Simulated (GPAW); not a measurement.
## A GW chain in GPAW: Cs2InAgCl6 (Fm-3m)

How does a plane-wave GW calculation on Cs2InAgCl6 (Fm-3m) run from the first input to the gap?

Calculated with GPAW 26.7.0; LDA and many-body steps on it, plane waves.

**Experimental background.**

- Gap 3.3 eV: optical gap from absorption onset near 380 nm, assigned as direct at Gamma; diffuse reflectance with Kubelka-Munk analysis; powder (“Cs2InAgCl6: A new lead-free halide double perovskite with direct band gap”, 2016, arxiv:1611.05426).

Report form: the programs' logs are mostly left out.

**1. Set-up**

Symmetry: Fm-3m, No. 225, cubic system. Conventional cell: a = 10.469 Å, b = 10.469 Å, c = 10.469 Å, α = 90.00°, β = 90.00°, γ = 90.00°. Nearest to Cs lie 12 Cl at 3.70 Å. In has 6 Cl at 2.51 Å nearest. Ag has 6 Cl at 2.72 Å nearest. Nearest to Cl lie 1 In at 2.51 Å and 1 Ag at 2.72 Å and 4 Cs at 3.70 Å. Farther neighbours and most contacts between anions are not listed.

The cell and positions come from the Crystallography Open Database and are kept as given unless a step says otherwise. Spin-orbit coupling is left out unless a step names it.

**2. Ground state**

This step: GPAW 26.7.0; DFT, LDA, plane waves, PAW.

The ground-state density comes first.

run.py

```python
import json
import numpy as np
from gpaw.mpi import world
from ase import Atoms
from gpaw import GPAW, PW, FermiDirac

atoms = Atoms(['Cs', 'Cs', 'In', 'Ag', 'Cl', 'Cl', 'Cl', 'Cl', 'Cl', 'Cl'],
    cell=[[0.0000000000, 5.2345000000, 5.2345000000],
      [5.2345000000, 0.0000000000, 5.2345000000],
      [5.2345000000, 5.2345000000, 0.0000000000]],
    scaled_positions=[[0.2500000000, 0.2500000000, 0.2500000000],
      [0.7500000000, 0.7500000000, 0.7500000000],
      [0.0000000000, 0.0000000000, 0.0000000000],
      [0.5000000000, 0.5000000000, 0.5000000000],
      [0.7602100000, 0.2397900000, 0.2397900000],
      [0.2397900000, 0.7602100000, 0.2397900000],
      [0.2397900000, 0.7602100000, 0.7602100000],
      [0.7602100000, 0.2397900000, 0.7602100000],
      [0.2397900000, 0.2397900000, 0.7602100000],
      [0.7602100000, 0.7602100000, 0.2397900000]],
    pbc=(True, True, True))
calc = GPAW(mode=PW(450),
    xc='LDA',
    kpts={'size': (4, 4, 4), 'gamma': True},
    occupations=FermiDirac(0.001),
    nbands=-11,
    convergence={'density': 1e-6, 'bands': -3},
    maxiter=100,
    txt='gs.txt')
atoms.calc = calc
res = {'energy': atoms.get_potential_energy()}
kpts = calc.get_ibz_k_points()
res['kpts'] = kpts
res['eigenvalues'] = [calc.get_eigenvalues(kpt=k) for k in range(len(kpts))]
res['n_electrons'] = calc.get_number_of_electrons()
calc.write('gs.gpw')

if world.rank == 0:
    with open('result.json', 'w') as f:
        json.dump(res, f, default=lambda x: x.tolist())
```

The run is started by

```sh
$ mpirun -n 4 gpaw python run.py
```

Elapsed: 48 s, on 4 MPI ranks of Intel Xeon Platinum 8559C (Emerald Rapids), shared host; peak memory 1.1 GiB; 3.2 min of CPU time.

This step gave:

- total energy: -36.66 eV
- gap: 0.8904 eV
- k of the valence top: 0, 0, 0
- k of the conduction bottom: 0, 0, 0
- least direct gap: 0.8904 eV

The gap is direct, at Γ.

**3. Bands along the symmetry lines**

Levels along a band path, at the cheap level, show where the edges lie and whether the meshes to come will hold them.

run.py

```python
import json
import numpy as np
from gpaw.mpi import world
from gpaw import GPAW

path = [[0.000000, 0.000000, 0.000000],
    [0.062500, 0.000000, 0.062500],
    [0.125000, 0.000000, 0.125000],
    [0.187500, 0.000000, 0.187500],
    [0.250000, 0.000000, 0.250000],
    [0.312500, 0.000000, 0.312500],
    [0.375000, 0.000000, 0.375000],
    [0.437500, 0.000000, 0.437500],
    [0.500000, 0.000000, 0.500000],
    [0.515625, 0.031250, 0.515625],
    [0.531250, 0.062500, 0.531250],
    [0.546875, 0.093750, 0.546875],
    [0.562500, 0.125000, 0.562500],
    [0.578125, 0.156250, 0.578125],
    [0.593750, 0.187500, 0.593750],
    [0.609375, 0.218750, 0.609375],
    [0.625000, 0.250000, 0.625000],
    [0.375000, 0.375000, 0.750000],
    [0.328125, 0.328125, 0.656250],
    [0.281250, 0.281250, 0.562500],
    [0.234375, 0.234375, 0.468750],
    [0.187500, 0.187500, 0.375000],
    [0.140625, 0.140625, 0.281250],
    [0.093750, 0.093750, 0.187500],
    [0.046875, 0.046875, 0.093750],
    [0.000000, 0.000000, 0.000000],
    [0.062500, 0.062500, 0.062500],
    [0.125000, 0.125000, 0.125000],
    [0.187500, 0.187500, 0.187500],
    [0.250000, 0.250000, 0.250000],
    [0.312500, 0.312500, 0.312500],
    [0.375000, 0.375000, 0.375000],
    [0.437500, 0.437500, 0.437500],
    [0.500000, 0.500000, 0.500000],
    [0.500000, 0.468750, 0.531250],
    [0.500000, 0.437500, 0.562500],
    [0.500000, 0.406250, 0.593750],
    [0.500000, 0.375000, 0.625000],
    [0.500000, 0.343750, 0.656250],
    [0.500000, 0.312500, 0.687500],
    [0.500000, 0.281250, 0.718750],
    [0.500000, 0.250000, 0.750000],
    [0.500000, 0.218750, 0.718750],
    [0.500000, 0.187500, 0.687500],
    [0.500000, 0.156250, 0.656250],
    [0.500000, 0.125000, 0.625000],
    [0.500000, 0.093750, 0.593750],
    [0.500000, 0.062500, 0.562500],
    [0.500000, 0.031250, 0.531250],
    [0.500000, 0.000000, 0.500000]]
calc = GPAW('gs.gpw').fixed_density(kpts=path,
    symmetry='off',
    nbands=55,
    convergence={'bands': 51},
    txt='bands.txt')
res = {}
kpts = calc.get_ibz_k_points()
res['kpts'] = kpts
res['eigenvalues'] = [calc.get_eigenvalues(kpt=k) for k in range(len(kpts))]
res['n_electrons'] = calc.get_number_of_electrons()

if world.rank == 0:
    with open('result.json', 'w') as f:
        json.dump(res, f, default=lambda x: x.tolist())
```

The run is started by

```sh
$ mpirun -n 4 gpaw python run.py
```

Wall time 3.3 min (4 MPI ranks); peak memory 1.6 GiB; 13 min of CPU time.

This step gave:

- gap: 0.8904 eV
- k of the valence top: 0, 0, 0
- k of the conduction bottom: 0, 0, 0
- least direct gap: 0.8904 eV

The gap is 0.890 eV, as in the run before at this level.

Electronic bands along the path, in eV, zero at the top of the highest filled band:

```csv
point,band 42,band 43,band 44,band 45,band 46,band 47,band 48,band 49
Γ,-0.90,-0.90,0.00,0.00,0.89,4.86,5.00,5.00
halfway,-1.03,-0.91,-0.88,0.00,2.01,5.27,5.53,5.56
X,-0.96,-0.96,-0.91,0.00,3.47,5.43,6.23,6.25
halfway,-0.97,-0.97,-0.95,-0.08,3.49,5.02,6.30,6.41
U,-1.04,-1.00,-0.98,-0.28,3.51,4.45,6.41,6.73
jump to K,-1.04,-1.00,-0.98,-0.28,3.51,4.45,6.41,6.73
halfway,-1.06,-0.99,-0.53,-0.32,2.02,4.67,5.61,5.62
Γ,-0.90,-0.90,0.00,0.00,0.89,4.86,5.00,5.00
halfway,-1.06,-0.99,-0.31,-0.31,1.67,4.61,5.38,5.66
L,-1.11,-1.11,-0.57,-0.57,2.79,3.61,6.10,6.33
halfway,-1.08,-1.01,-0.76,-0.50,3.19,4.00,6.40,6.43
W,-1.04,-0.97,-0.87,-0.46,3.60,4.49,6.56,6.56
halfway,-0.99,-0.97,-0.96,-0.17,3.52,4.86,6.35,6.37
X,-0.96,-0.96,-0.91,0.00,3.47,5.43,6.23,6.25
```

**4. Empty states on the mesh, 2×2×2 mesh, 975 bands**

The sums over transitions need many empty states on a uniform mesh; this step solves for them.

run.py

```python
import json
import numpy as np
from gpaw.mpi import world
from gpaw import GPAW

calc = GPAW('gs.gpw').fixed_density(kpts={'size': (2, 2, 2), 'gamma': True},
    parallel={'domain': 1, 'band': 1},
    txt='nscf.txt')
calc.diagonalize_full_hamiltonian(nbands=975)
calc.write('full.gpw', mode='all')
res = {}
kpts = calc.get_ibz_k_points()
res['kpts'] = kpts
res['eigenvalues'] = [calc.get_eigenvalues(kpt=k) for k in range(len(kpts))]
res['n_electrons'] = calc.get_number_of_electrons()

if world.rank == 0:
    with open('result.json', 'w') as f:
        json.dump(res, f, default=lambda x: x.tolist())
```

The run is started by

```sh
$ mpirun -n 3 gpaw python run.py
```

Run time: 2.6 min. Hardware: 3 MPI ranks; peak memory 8.2 GiB; 7.7 min of CPU time.

This step gave:

* gap: 0.8904 eV
* k of the valence top: 0, 0, 0
* k of the conduction bottom: 0, 0, 0
* least direct gap: 0.8904 eV
* k points computed: 3
* lowest point of the top converged band, above the valence top: 120.4513 eV

On this mesh the gap is 0.890 eV.

**5. Screening and self-energy, 2×2×2 mesh, 448 bands, screening to 78 eV**

Now the one-shot GW correction: screening in the RPA, then the self-energy of the levels asked for.

This step: G0W0 on LDA, plane waves, PAW.

run.py

```python
import json
import numpy as np
from gpaw.mpi import world
from gpaw.response.g0w0 import G0W0

gw = G0W0('full.gpw',
    filename='gw',
    kpts=[0],
    bands=(43, 47),
    ecut=78,
    nbands=448,
    integrate_gamma='WS',
    ppa=True)
gw.calculate()
res = {mode: {k: v for k, v in r.items() if k != 'sigma_eskwn'}
       for mode, r in gw.all_results.items()}

if world.rank == 0:
    with open('result.json', 'w') as f:
        json.dump(res, f, default=lambda x: x.tolist())
```

The run is started by

```sh
$ mpirun -n 4 gpaw python run.py
```

The job ended after 92 s (4 MPI ranks; peak memory 5 GiB).

This step gave:

| Quantity | Value |
| --- | --- |
| G0W0 gap on the points computed | 2.685 eV |
| least direct G0W0 gap on the computed points | 2.685 eV |
| Z at the valence top | 0.7893 |
| Z at the conduction bottom | 0.8245 |
| starting gap on the mesh | 0.8904 eV |
| k of the valence top | 0, 0, 0 |
| k of the conduction bottom | 0, 0, 0 |

The gap on the mesh goes from 0.89 eV to 2.69 eV, a correction of +1.79 eV.

Limits: finite bands, cutoff and mesh; d shell near the gap, gap tends to lie low; no spin-orbit coupling; coarse k mesh. v1 is the top filled band, c1 the lowest empty one. The levels before and after the correction (eV, zero at the valence-band top of each column):

```csv
,conduction bottom,valence top
Kohn-Sham,0.89,0.00
G0W0,2.69,0.00
```

```
             level  energy (eV)
Kohn-Sham  Γ v2-v1        0.000
Kohn-Sham     Γ c1        0.890
Kohn-Sham     Γ c2        4.862
     G0W0  Γ v2-v1        0.000
     G0W0     Γ c1        2.685
     G0W0     Γ c2        6.367
```

**6. Where the time went**

Times are wall times on the hardware named with each run, good to a factor of about two.

```csv
step,time,share,memory (GiB)
ground state,48 s,10 %,1.1
bands along the symmetry lines,3.3 min,40 %,1.6
empty states on the mesh,2.6 min,32 %,8.2
screening and self-energy,92 s,19 %,5.0
```

**7. Summary of results**

| Item | Value |
| --- | --- |
| LDA gap | 0.89 eV, direct |
| G0W0 gap on the mesh | 2.69 eV |
| GW settings | 2×2×2 mesh, 448 bands, screening to 78 eV, Godby-Needs plasmon pole |
| known limits | not at the basis limit; d shell near the gap, gap tends to lie low; no spin-orbit coupling; coarse k mesh |

G0W0 moves the gap on the mesh from 0.89 eV to 2.69 eV (+1.79 eV), with Z of 0.79 and 0.82 at the edges. Only 1 of the mesh's irreducible points was corrected, so a valley elsewhere could overtake. Against experiment, by G0W0@LDA: the direct gap of 2.69 eV lies −0.61 eV from the measured 3.3 eV (direct, 2016). An exciton line or allowed optical edge lies below the quasiparticle gap by the binding energy; a forbidden edge can push the onset above it. The calculation has static nuclei and no excitons; a measured gap holds zero-point and thermal motion, which mostly lowers it. Bands and cutoff are finite, so the gap is not at the basis limit. The miss can reach some tenths of an eV and take either sign; the mesh is an error of its own. These stock PAW sets were not made for GW. In the G0W0 run levels were corrected at 1 k point alone, so a gap called «on the mesh» is the least over those, and an edge elsewhere would be missed. The 2×2×2 mesh is coarse for this cell, which bears on the long-range parts of exchange and screening. A d shell, filled or nearly so, lies near the gap. One-shot GW converges very slowly in bands there, not always from below, and on a semilocal start the gap tends to come out low; starts rich in exact exchange can overshoot instead. The many-body steps are scalar-relativistic: spin-orbit coupling is not in them.

[Paths, hosts, dates, memory and timing lines, banners, echoed tables and standing remarks are left out of the program output.]

[Logs are printed without paths, hosts, clocks, repeated set-up lines and the standing remarks that a program may print on its own settings, such as how far it seeks lower states.]

[Runs of the session that timed out or met a known fault of the program may be left out.]

[Hosts, paths, dates, database ids (printed as entryN), source tags and the programs' standing remarks are cut or masked in the printed files.]
